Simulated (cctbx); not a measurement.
# What resolution and counting buy: Ce3VSb4Ir6

Space group Pmmn (no. 59, origin choice 1), a = 4.3660 Å, b = 13.1230 Å, c = 9.8030 Å, α = 90.00°, β = 90.00°, γ = 90.00°.

```csv
atom,mult.,x,y,z,Ueq (Å²)
Ir1,2,0,1/2,0.4826,0.0102
Ir2,4,1/2,0.1841,0.3933,0.0092
Ir3,2,0,1/2,0.0155,0.0083
Ir4,4,1/2,0.3404,0.0092,0.0097
Ce1,4,1/2,0.1741,0.7571,0.0121
Ce2,2,1/2,1/2,0.7618,0.0098
Sb1,4,1/2,0.1663,0.1406,0.0117
Sb2,4,1/2,0.3736,0.4770,0.0103
V1,2,1/2,1/2,0.1712,0.0096
```

The model was made for the exercise: a known structure type with other elements put in, its volume estimated, not relaxed; displacement parameters are assumed.

Five simulated data sets (cctbx; Ag Kα, λ = 0.56087 Å; 2 % proportional error) differ in resolution or exposure (noise floor 8 counts in the first three, 8 in the last two). Each is refined with the right model, isotropic at 1.1 Å and anisotropic otherwise. How do the figures of merit and the uncertainties move?

| d min (Å) | top counts | ⟨I/σ⟩ (unmerged, absences included) | unique | param. (scale apart) | Rint | R1 | GooF | largest s.u. xyz (fractional) | s.u. U of V1 (Å²) | largest error (Å) |
| --- | --- | --- | --- | --- | --- | --- | --- | --- | --- | --- |
| 1.1 | 40000 | 15.2 | 272 | 23 | 0.023 | 0.0133 | 1.22 | 0.00046 | 0.0011 | 0.0017 |
| 0.84 | 40000 | 13.8 | 592 | 46 | 0.027 | 0.0119 | 0.94 | 0.00022 | 0.0010 | 0.0018 |
| 0.6 | 40000 | 11.0 | 1548 | 46 | 0.034 | 0.0153 | 0.94 | 0.00014 | 0.0005 | 0.0028 |
| 0.75 | 300 | 0.5 | 814 | 46 | 0.641 | 0.1325 | 0.95 | 0.00553 | 0.0354 | 0.0434 |
| 0.75 | 3000 | 3.1 | 814 | 46 | 0.143 | 0.0410 | 0.94 | 0.00094 | 0.0049 | 0.0071 |

The number of reflections grows roughly as 1/d³: 272, 592 and 1548 here. R1 follows the noise rather than the truth: at 300 counts it is 0.1325, at 3000 counts 0.0410, while GooF is 0.95 and 0.94: the weights 1/σ² carry the noise. The s.u. of U (U11 where anisotropic) for V1 goes 0.0011, 0.0010, 0.0005 Å² with resolution and 0.0354, 0.0049 Å² with exposure.

The 1.1 Å row also differs in its displacement model, so it isn't a clean test of resolution.

Hardware for the 0.6 Å refinement: 2.4 s on 1 thread of AMD EPYC 7R43 64-Core Processor (Zen 3), on a shared host, peak memory 0.09 GiB.

[Logs are printed without paths, hosts, clocks, repeated set-up lines and the standing remarks that a program may print on its own settings, such as how far it seeks lower states.]
